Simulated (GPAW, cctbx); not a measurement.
# How far are the atoms of Tl2AgBiI6 from free atoms?

Question: by how much does bonding change the X-ray structure factors of Tl2AgBiI6, and what does a routine refinement make of it?

The cell comes from substitution in a known structure type and wasn't matched to any measured phase. All numbers below are calculated.

## Step 1: Relax the structure

The density hangs on the geometry, so cell and atoms are relaxed first, with the symmetry held. The cutoff is set higher than for the density because stress converges slowly with plane waves.

Settings: GPAW 26.7.0, PBE, 570 eV, 2×2×2 k-points, Fermi–Dirac width 0.05 eV, BFGS to 0.03 eV/Å.

```text
cell
1.0
     0.000000000    5.969500000    5.969500000
     5.969500000    0.000000000    5.969500000
     5.969500000    5.969500000    0.000000000
Bi Tl I Ag
1 2 6 1
Direct
0.000000000 0.000000000 0.000000000
0.250000000 0.250000000 0.250000000
0.750000000 0.750000000 0.750000000
0.744900000 0.744900000 0.255100000
0.744900000 0.255100000 0.744900000
0.255100000 0.744900000 0.255100000
0.255100000 0.744900000 0.744900000
0.255100000 0.255100000 0.744900000
0.744900000 0.255100000 0.255100000
0.500000000 0.500000000 0.500000000
```

```console
$ OMP_NUM_THREADS=1 mpirun -n 4 gpaw python run.py > gpaw.log
```

```text
BFGS:    0      -25.208599        0.301325
BFGS:    1      -25.213615        0.294944
BFGS:    2      -25.275004        0.165398
BFGS:    3      -25.279543        0.173947
BFGS:    4      -25.292428        0.142381
BFGS:    5      -25.297952        0.078681
BFGS:    6      -25.300154        0.015673
cell  8.6075 8.6075 8.6075  60.00 60.00 60.00
volume 450.945 A^3, largest force 0.015 eV/A, largest stress 0.03 GPa
```

After 6 steps the volume has changed by +6.0 % and the energy by -0.092 eV; the largest stress left is 0.03 GPa. It took 2.5 min on 4 cores of Arm Neoverse V1 (shared host), peak memory 1.3 GiB.

Relaxed structure: Fm-3m (no. 225), a = 12.1729 Å, b = 12.1729 Å, c = 12.1729 Å, α = 90.00°, β = 90.00°, γ = 90.00°.

| atom | mult. | x | y | z |
| --- | --- | --- | --- | --- |
| Bi1 | 4 | 0 | 0 | 0 |
| Tl1 | 8 | 1/4 | 3/4 | 3/4 |
| I1 | 24 | 0 | 0 | 0.7473 |
| Ag1 | 4 | 1/2 | 0 | 0 |

## Step 2: The all-electron density

X-rays see the whole electron density, so the PAW density is rebuilt with its core regions. Subtracting spherical free atoms from the same code cancels the cores and leaves the deformation density Δρ, the part due to bonding.

Settings: PBE, 450 eV, 3×3×3 k-points, Fermi–Dirac width 0.05 eV; primitive cell of 10 atoms.

```console
$ OMP_NUM_THREADS=1 mpirun -n 4 gpaw python run.py > gpaw.log
```

```text
|iter:   1|       0s |  -26.885434 | -0.72 |       |
|iter:   2|       2s |  -26.598275 | -2.27 | -1.31 |
|iter:   3|       4s |  -25.548392 | -1.76 | -1.35 |
...
|iter:   9|      16s |  -25.492295c| -6.36 | -4.22c|
|iter:  10|      18s |  -25.492296c| -7.05 | -4.73c|
|iter:  11|      20s |  -25.492296c| -7.58c| -5.26c|
```

```text
grid (90, 90, 90)  electrons 610.000  moved by bonding 1.785 e
deformation density beyond 0.5 A of the nuclei: max 0.038, min -0.053 e/A^3
atom        x       y       z   Voronoi charge  moment
Bi1    0.0000  0.0000  0.0000      0.391       0.00
Tl2    0.2500  0.2500  0.2500      0.449       0.00
Tl3    0.7500  0.7500  0.7500      0.449       0.00
I 4    0.7473  0.7473  0.2527     -0.240       0.00
I 5    0.7473  0.2527  0.7473     -0.240       0.00
I 6    0.2527  0.7473  0.2527     -0.240       0.00
I 7    0.2527  0.7473  0.7473     -0.240       0.00
I 8    0.2527  0.2527  0.7473     -0.240       0.00
I 9    0.7473  0.2527  0.2527     -0.240       0.00
Ag10   0.5000  0.5000  0.5000      0.151       0.00
mean inner potential of superposed free atoms 11.927 V
total magnetic moment 0.000 muB
```

Deformation density in a plane through the shortest contact of the I atom at the origin, in 0.01 e/Å³ (clipped at ±99); x from -1.6 to 4.6 Å, y from 2.4 down to -2.4 Å:

```text
  1   0   0   0   0   0   0   0   1   1  -1  -1  -1   0   1   1
  0   0   0   0   0   0   0   0   0   0   0  -1  -1   0   0   0
  0   0   1   1   1   1   0   0   0   0   1   2   1   1   0   0
  0   1   1   2   2   1   0   0   0   0   0   0   0   0   0   0
  0   1   1   1   2   1   0   1   0  -1  -4  -4  -4  -2   0   1
  2   2  -2  -1   .  -1  -1   1   1  -3  -1   .   0  -4   0   1
  3   3  -3   .   .  -1  -2   1   1  -4  -1   .   .  -4   0   2
  2   2  -2  -1   .  -1  -1   1   1  -3  -1   .   0  -4   0   1
  0   1   1   1   2   1   0   1   0  -1  -4  -4  -4  -2   0   1
  0   1   1   2   2   1   0   0   0   0   0   0   0   0   0   0
  0   0   1   1   1   1   0   0   0   0   1   2   1   1   0   0
  0   0   0   0   0   0   0   0   0   0   0  -1  -1   0   0   0
  1   0   0   0   0   0   0   0   1   1  -1  -1  -1   0   1   1
```

Atoms in or within 0.15 Å of the plane: I (0.0, 0.0), Ag (3.0, 0.0) Å. Dots mark points within about 0.45 Å of a nucleus; large values next to them are atomic features.

I gains most (-0.24 e) and Tl loses most (+0.45 e), as electronegativity suggests. Such charges fall far short of formal ones, since overlapping free atoms already put density on their neighbours. Along the shortest contact from the I atom at the map's origin, I–Ag at 3.01 Å, Δρ is +0.02 e/Å³ at the midpoint: little piles up between the atoms. At the midpoints of other shortest contacts it is +0.03 (Bi–I, 3.08 Å) e/Å³. Point values carry grid noise of about 0.01 e/Å³. The run needed 11 iterations, 34 s.

## Step 3: From the density to structure factors

The Fourier components of Δρ, added to those of the free atoms, give the static X-ray structure factors; the Mott–Bethe relation turns them into the Fourier components V of the potential that fast electrons feel.

```text
static structure factors of the conventional cell: F in electrons, V (Mott-Bethe) in volts
   h  k  l      d  |F| table  |F| free   |F| DFT   change   |V| free  |V| DFT  change %
   1  1  1  7.0280   120.064   119.854   119.541   -0.314     0.342    0.382     11.5
   0  2  0  6.0865   276.706   276.968   278.259    1.291     1.814    1.693     -6.7
   0  2  2  4.3038   701.605   700.931   697.696   -3.236     2.050    2.202      7.4
   1  3  1  3.6703   140.474   140.443   140.309   -0.134     0.366    0.370      1.3
   2  2  2  3.5140  1230.958  1231.703  1233.594    1.892     5.258    5.199     -1.1
   0  4  0  3.0432  2100.248  2100.339  2100.662    0.323     7.971    7.963     -0.1
   1  3  3  2.7927   159.491   159.651   159.569   -0.083     0.397    0.399      0.4
   0  4  2  2.7219   228.062   228.079   227.677   -0.402     1.265    1.273      0.6
   2  4  2  2.4848   644.148   643.279   644.331    1.052     1.573    1.556     -1.0
   3  3  3  2.3427   177.347   177.576   177.465   -0.112     0.427    0.429      0.4
   1  5  1  2.3427    87.972    88.137    88.705    0.568     0.083    0.075     -9.6
   0  4  4  2.1519  1911.789  1911.841  1911.316   -0.525     6.192    6.198      0.1
   1  5  3  2.0576   108.603   108.779   108.980    0.201     0.149    0.147     -1.5
   2  4  4  2.0288   201.782   201.934   201.077   -0.857     0.966    0.975      0.9
```

The largest X-ray change is -3.24 e on 022, 0.5 % of |F|. For electrons V goes as (Z − F)/g², so a change of F counts against Z − F, which is small at low angle and wherever the atoms' terms cancel: |V| of 111 moves by +11.5 % (0.34 to 0.38 V) against -0.3 % in |F|. The tabulated Hartree–Fock atoms differ from the free DFT atoms by up to 0.87 e, so the choice of reference atom matters too.

## Step 4: Refining ordinary atoms against data with bonding

Routine crystallography fits spherical atoms. To see the bias, intensities are simulated from tabulated atoms plus the DFT change ΔF, so that bonding alone can misfit (29602 reflections of the full sphere, merged to the counts below, to 0.4 Å, 1.5 % proportional noise plus counting noise, assumed isotropic U as listed, Δρ smeared by the mean U) and refined with cctbx over different ranges.

```
                    range  data      R1  GooF  U Bi1 (true 0.0069)  U Tl1 (true 0.007)  U I1 (true 0.0083)  U Ag1 (true 0.0087)  largest shift (Å)  Δρ max, min (e/Å³)
                 all data   804  0.0041  0.94               0.0069              0.0070              0.0083               0.0087             0.0000         0.47, -0.49
 low resolution, d > 0.84   111  0.0027  0.99               0.0068              0.0069              0.0082               0.0086             0.0001         0.17, -0.14
     high order, d < 0.75   655  0.0049  0.92               0.0069              0.0070              0.0083               0.0087             0.0000         0.37, -0.39
occupancies free, d > 0.7   181  0.0028  0.99               0.0069              0.0070              0.0083               0.0086             0.0000         0.22, -0.19
```

With all data GooF is 0.94, so at this noise the bonding hardly shows; the top residual peak lies 0.20 Å from I and 2.88 Å from Bi, on the atom. No U is off by more than 3 s.u. at low resolution. With Bi1 held at 1 and the scale free, the other occupancies refine to Tl1 1.000(0.001), I1 1.001(0.001) and Ag1 0.999(0.002), within three s.u. of full.

## Step 5: Answer

Bonding moves 1.78 e in the primitive cell of Tl2AgBiI6 and changes the structure factors of the conventional cell in the table above by at most 3.24 e (022, 0.5 %), and among reflections above 2 % of the strongest by up to 0.6 % (151). The shortest bond, I–Ag, has Δρ = +0.02 e/Å³ at its midpoint. With all data GooF is 0.94, so at this noise the bonding hardly shows. Limits: static density, frozen cores, no spin–orbit coupling.

[Outputs are excerpts: Python notices, other lines and further rows are left out; steps that failed or that the build refused (PBEsol, TPSS) are not shown.]

[Logs are printed without paths, hosts, clocks, repeated set-up lines and the standing remarks that a program may print on its own settings, such as how far it seeks lower states.]
